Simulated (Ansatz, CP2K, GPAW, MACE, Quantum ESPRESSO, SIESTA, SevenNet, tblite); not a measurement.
# tblite on Ta2H10C4Cl8O3 (P2_1/c) (108 atoms): settings against a plane-wave reference

Aim: run Ta2H10C4Cl8O3 (P2_1/c) (108 atoms) in tblite and see how near its forces come to a plane-wave reference, and at what cost.

Method: the method is named at each step, in tblite 0.8.0.

### Step 1. Starting point

The cell holds 108 atoms: 8 Ta, 40 H, 16 C, 32 Cl and 12 O. Its edges and angles: a = 6.639 Å, b = 26.008 Å, c = 10.653 Å, α = 90.0°, β = 114.3°, γ = 90.0°. It derives from Ta2H10C4Cl8O3 (P2_1/c), repeated 1×1×1. Ta2H10C4Cl8O3, space group P2_1/c, structure from the Crystallography Open Database, 1 x 1 x 1 conventional cells; every coordinate displaced by a Gaussian of 0.02 Å; bonds to H set to neutron lengths (C-H 1.089, N-H 1.015, O-H 0.983, B-H 1.19 Å) where the listed ones are shorter. Then every atom was moved at random, 0.05 Å r.m.s. a Cartesian component (hydrogen 0.6 of that).

The yardstick, on the same geometry:

```
method                                           : Kohn-Sham DFT, PBE, PAW, plane waves (Ansatz 0.2.0); cutoff 420 eV, Γ point, fermi-dirac smearing of 0.05 eV; PAW set soft_2
r.m.s. force component                           : 1.993 eV/Å
longest force                                    : 11.93 eV/Å
pressure                                         : 4.276 GPa
gap (highest filled to lowest empty level) : 2.143 eV
SCF cycles                                       : 11
time                                             : 25 s on 4 threads of Arm Neoverse V1, shared host
CPU time                                         : 97 s
```

### Step 2. GFN1-xTB

Method: GFN1-xTB tight binding, diagonalisation.

run.py reads:

```python
import numpy as np
from ase.io import read
from tblite.ase import TBLite

atoms = read("structure.xyz")
atoms.calc = TBLite(method="GFN1-xTB", electronic_temperature=580, accuracy=1.0, max_iterations=250, mixer_damping=0.1, verbosity=1)
energy = atoms.get_potential_energy()
forces = atoms.get_forces()
print(f"energy {energy:.6f} eV")
print("forces (eV/A)")
for i, (a, f) in enumerate(zip(atoms, forces)):
    print(f"{i:4d} {a.symbol:2s} {f[0]:10.5f} {f[1]:10.5f} {f[2]:10.5f}")
stress = -atoms.get_stress(voigt=False) * 160.21766
print("stress (GPa, compression positive)")
for row in stress:
    print(" ".join(f"{x:10.4f}" for x in row))
print("charges (e)")
print(np.array2string(atoms.get_charges(), precision=4, suppress_small=True, max_line_width=110, threshold=100000))
```

structure.xyz reads:

```xyz
108
Lattice="6.63880 0.00000 0.00000 0.00000 26.00830 0.00000 -4.37581 0.00000 9.71248" Properties=species:S:1:pos:R:3 pbc="T T T"
Ta 2.20627 23.28445 1.57196
Ta 2.16407 10.20228 3.22406
Ta 0.12604 2.81748 8.11808
Ta -0.04897 15.81383 6.44180
Ta 1.19490 22.35491 5.08847
Ta -1.06461 9.32189 9.41741
Ta 1.11759 3.61775 4.56292
Ta 3.32022 16.76937 0.21125
H 1.74428 25.85017 5.77611
H -1.70709 12.80779 8.73599
H 0.55233 0.18830 3.87722
H 3.92276 13.18829 0.95037
H 2.87864 24.95704 4.71240
H 1.54720 11.96668 0.11694
H -0.61759 1.07388 4.95327
H 0.66750 14.04864 9.62536
H 3.42626 25.33286 6.33759
H -3.31016 12.43665 8.22113
H -1.15616 0.54071 3.42054
H 5.59578 13.54096 1.49902
H 0.84497 24.53181 7.77795
H -0.61589 11.54352 6.77416
H 1.43854 1.55348 1.93230
H 2.91741 14.45775 2.92278
H 2.43282 24.51412 8.27105
H -2.40327 11.53312 6.33730
H -0.18782 1.52903 1.41550
H 4.62841 14.56647 3.42559
H 2.44930 22.09093 8.32126
H -2.45308 9.04855 6.23522
H -0.11500 3.92465 1.43453
H 4.62606 17.04870 3.41209
H 1.12043 22.58301 9.23511
H -1.00893 9.54635 5.33604
H 1.23007 3.47471 0.56973
H 3.21104 16.42502 4.37217
H 1.03493 19.84901 7.64382
H -0.90777 6.90963 6.95093
H 1.28932 6.17255 1.97396
H 3.24363 19.09477 2.85178
H -0.66027 20.30728 7.27436
H 0.72464 7.23291 7.39168
H 2.93476 5.77098 2.50572
H 1.52905 18.85108 2.35838
H -0.04055 20.69480 8.80378
H 0.17151 7.67947 5.77193
H 2.30110 5.30335 0.93240
H 2.06559 18.35900 3.99125
C 2.51919 25.14274 5.78165
C -2.60451 12.07773 8.70899
C -0.37330 0.80730 3.98387
C 4.74827 14.00105 0.95678
C 1.70426 23.93804 7.77465
C -1.55532 10.83610 6.88683
C 0.48775 2.13008 2.05574
C 3.86564 15.12903 2.86810
[... 48 atom lines left out ...]
O 0.63809 21.81680 7.20316
O -0.58599 8.89744 7.25581
O 1.65917 4.10801 2.45124
O 2.81671 17.11190 2.42220
```

On the command line:

```bash
$ OMP_NUM_THREADS=1 python run.py > output.txt
```

What it wrote:

```text
------------------------------------------------------------
  cycle        total energy    energy error   density error
------------------------------------------------------------
      1     -263.7115775929  -2.6468271E+02   6.6699104E-01
      2     -264.4453967926  -7.3381920E-01   5.7517043E-01
      3     -261.9808247926   2.4645720E+00   4.0495552E-01
      4     -242.3917172937   1.9589107E+01   8.0078987E-01
      5     -239.2940658317   3.0976515E+00   8.0656093E-01
      6     -242.3583707993  -3.0643050E+00   7.8263589E-01
      7     -249.1886640191  -6.8302932E+00   6.0405898E-01
      8     -254.0274322146  -4.8387682E+00   4.5120068E-01
      9     -257.0651770172  -3.0377448E+00   3.8425937E-01
     10     -257.2787639060  -2.1358689E-01   3.7705025E-01
     11     -257.1289487626   1.4981514E-01   3.8104572E-01
     12     -257.0222349441   1.0671382E-01   3.6502620E-01
     13     -265.7603743883  -8.7381394E+00   8.1938080E-02
     14     -265.7233306598   3.7043728E-02   1.0639905E-01
     15     -265.7832725806  -5.9941921E-02   8.1655695E-02
     16     -265.7792194063   4.0531743E-03   8.2227282E-02
     17     -265.8225733125  -4.3353906E-02   4.7362818E-02
     18     -265.8195284064   3.0449061E-03   4.5629658E-02
     19     -265.8459269941  -2.6398588E-02   4.0623592E-02
     20     -265.8575585055  -1.1631511E-02   3.5061588E-02
     21     -265.8702480250  -1.2689520E-02   2.6122653E-02
     22     -265.8871886908  -1.6940666E-02   1.4506405E-02
     23     -265.8882398603  -1.0511696E-03   1.2595752E-02
     24     -265.8925986268  -4.3587665E-03   6.4642974E-03
[...]
36     -265.8942118868  -1.1286364E-06   2.5057816E-04
     37     -265.8942141273  -2.2405265E-06   1.3769360E-04
     38     -265.8942145939  -4.6657431E-07   9.5023497E-05
     39     -265.8942149390  -3.4507599E-07   6.5556076E-05
     40     -265.8942151494  -2.1037550E-07   4.1563944E-05
     41     -265.8942151677  -1.8313756E-08   2.8025789E-05
     42     -265.8942151711  -3.3876404E-09   2.4330133E-05
     43     -265.8942151756  -4.5190518E-09   1.7386565E-05
------------------------------------------------------------
 total:                                   6.516 sec
energy -7235.350131 eV
forces (eV/A)
   0 Ta    0.07058   -1.54270    1.47033
   1 Ta    1.42806    0.07880   -0.49160
   2 Ta   -1.33110   -1.30939   -1.28160
   3 Ta    0.24832   -0.26110    0.66043
   4 Ta   -1.87391   -1.11591    1.36726
   5 Ta    0.37142    0.85538    0.55216
   6 Ta   -0.04165    1.33295    1.52260
   7 Ta   -0.54517   -1.04416    1.32303
   8 H    -0.82016    1.03574    0.36760
   9 H    -1.19119   -0.93780   -0.38662
  10 H    -1.02443    0.35523    0.14460
  11 H     0.90966    0.63906    0.11322
  12 H    -0.76385   -0.25203    1.30357
  13 H    -0.10728   -0.13961   -1.46955
  14 H    -0.41193    0.33689    1.95456
  15 H     0.12482    0.72289   -0.25708
  16 H     0.07952    0.80991    0.32538
  17 H    -6.59444    2.70416   -4.83139
  18 H    -2.72588   -1.03373   -2.16328
  19 H    -0.12094    0.48274    0.17337
  20 H    -2.27680    0.90989    0.70952
  21 H    -1.21326   -1.69703    0.69475
  22 H     0.08877    0.09285    0.42465
  23 H     0.94690    1.14788    0.04227
[...]
100 O     1.68639    1.02757   -3.78362
 101 O    -0.02446    2.36130   -0.81447
 102 O    -2.28599   -3.65310    3.54793
 103 O    -0.59241    4.07797    1.22980
 104 O     1.30136    1.34366    3.23065
 105 O     0.25035   -2.81051    0.13090
 106 O    -1.14694    0.89487   -0.29644
 107 O     0.31421    0.37438    1.21011
stress (GPa, compression positive)
   -0.5204    -0.9595     0.2160
   -0.9595    -0.5762     0.4151
    0.2160     0.4151    -1.0021
charges (e)
[ 1.4799  1.4968  1.511   1.5264  1.6676  1.7     1.6901  1.6337  0.0582  0.0472  0.0681  0.0212  0.0697
  0.0728  0.096   0.0599  0.0783  0.0803  0.087   0.0483  0.0644  0.0692  0.0451  0.0701  0.0602  0.0542
  0.0557  0.0686  0.0695  0.0702  0.0774  0.0762  0.0612  0.0607  0.0696  0.0766  0.0507  0.0777  0.0595
  0.0493  0.0664  0.0737  0.081   0.0658  0.0612  0.0669  0.0518  0.0462  0.1525  0.1653  0.1522  0.1877
  0.1831  0.1865  0.2048  0.1927  0.1689  0.1904  0.1664  0.171   0.1575  0.1431  0.1556  0.1595 -0.319
 -0.2747 -0.4439 -0.3902 -0.3147 -0.3794 -0.4318 -0.4003 -0.3654 -0.4891 -0.4291 -0.3952 -0.4575 -0.4599
 -0.2461 -0.3456 -0.3376 -0.2472 -0.3522 -0.3617 -0.4664 -0.455  -0.3842 -0.4369 -0.3392 -0.4005 -0.3756
 -0.3622 -0.3241 -0.3236 -0.3655 -0.2473 -0.6621 -0.6548 -0.6669 -0.6552 -0.4269 -0.423  -0.4354 -0.4013
 -0.428  -0.4511 -0.4477 -0.4555]
```

Wall time 7.1 s (1 thread of Arm Neoverse V1, shared host); peak memory 0.18 GiB.

Banners, paths, timers and routine set-up lines are dropped from the logs unmarked, and long logs keep their key lines alone; longer cuts are marked.

Numbers from this run, and their distance from the reference:

| Quantity | Value |
| --- | --- |
| r.m.s. force component | 1.944 eV/Å |
| r.m.s. difference of force components | 462.2 meV/Å |
| longest difference of force vectors | 2708 meV/Å |
| force difference over r.m.s. force | 23.19 % |
| slope of forces against the reference's | 0.9491 |
| correlation of force components | 0.9727 |
| pressure | -0.6996 GPa |
| pressure difference | -4.976 GPa |

Length of the force difference by element (eV/Å):

```
element  atoms  mean  most
      C     16  0.92   1.5
     Cl     32  0.50   1.2
      H     40  0.14  0.33
      O     12  0.84   2.0
     Ta      8   1.9   2.7
```

A closer look about O99, whose charge lies farthest from its element's mean: 13 atoms, nearest first, numbered in the order of the input, with positions taken from that point.

```
atom      x      y      z  distance (Å)  bonds  Mulliken charge (e)     Fx     Fy  Fz (eV/Å)
 O99   0.00   0.00   0.00          0.00      2                -0.67   0.44  -0.21      -0.50
 Ta7   0.61   0.51  -1.62          1.81      6                 1.69  -0.04   1.33       1.52
 Ta3  -0.38  -0.29   1.93          1.99      6                 1.51  -1.33  -1.31      -1.28
 H15  -1.13  -2.03  -1.23          2.63      1                 0.10  -0.41   0.34       1.95
Cl79   0.78   1.50   2.27          2.83      1                -0.25   1.08   1.82       0.72
Cl83  -2.30   0.97   1.53          2.92      1                -0.35   0.01  -0.16       0.23
O103  -0.35  -0.82  -2.83          2.97      3                -0.44  -2.29  -3.65       3.55
Cl91  -1.21   1.91  -2.00          3.02      1                -0.38   0.38   0.02      -0.07
Cl67  -1.56  -2.30   1.33          3.08      1                -0.44   0.26   0.20       0.02
Cl87   2.42  -0.86  -1.73          3.10      1                -0.38   0.24  -0.52      -0.01
Cl75   1.56  -1.57   2.17          3.10      1                -0.43  -0.06  -0.32       0.07
Cl95   2.01   2.34  -0.87          3.20      1                -0.37  -0.96  -0.92      -0.35
 C51  -0.88  -2.30  -2.20          3.30      4                 0.15   5.14   3.32      -1.05
```

Atoms are counted from 1 here, from 0 in the log.

Forces lie 23 % from the reference's, at 0.073 times its CPU time (on 1 against 4 cores).

### Step 3. What came out

| Item | Value |
| --- | --- |
| force difference from the reference | tblite GFN1-xTB, 23 % |
| its CPU time | 7 s |

Tight binding differs by 23 % (tblite GFN1-xTB); it is another model, with fitted parameters of its own, and the xTB methods hold dispersion. One electronic-structure run takes under half the reference's CPU time: tblite GFN1-xTB, at 23 % in 7 s against 97 s; its pressure misses by -5.0 GPa. Periodic xTB results under one method name differ between programs and library versions. The reference's PBE has no dispersion term, which matters for the binding between molecules or layers. The published positions, changed by the recipe (random displacements or longer bonds to H), lie far from the minimum at this level of theory. The reference's pressure of 4.3 GPa belongs to a cell and atoms that aren't relaxed at this level. The electronic-structure runs sample only Γ, in a cell whose shortest periodic width is 6 Å. Spin–orbit coupling is left out, which matters for the levels of the heavy elements.

[Also dropped from logs without a mark: logging warnings of Python, and SIESTA's first energy breakdown and zero terms.]

[Logs are printed without paths, hosts, clocks, repeated set-up lines and the standing remarks that a program may print on its own settings, such as how far it seeks lower states.]

[Hosts, paths, dates, database ids (printed as entryN), source tags and the programs' standing remarks are cut or masked in the printed files.]
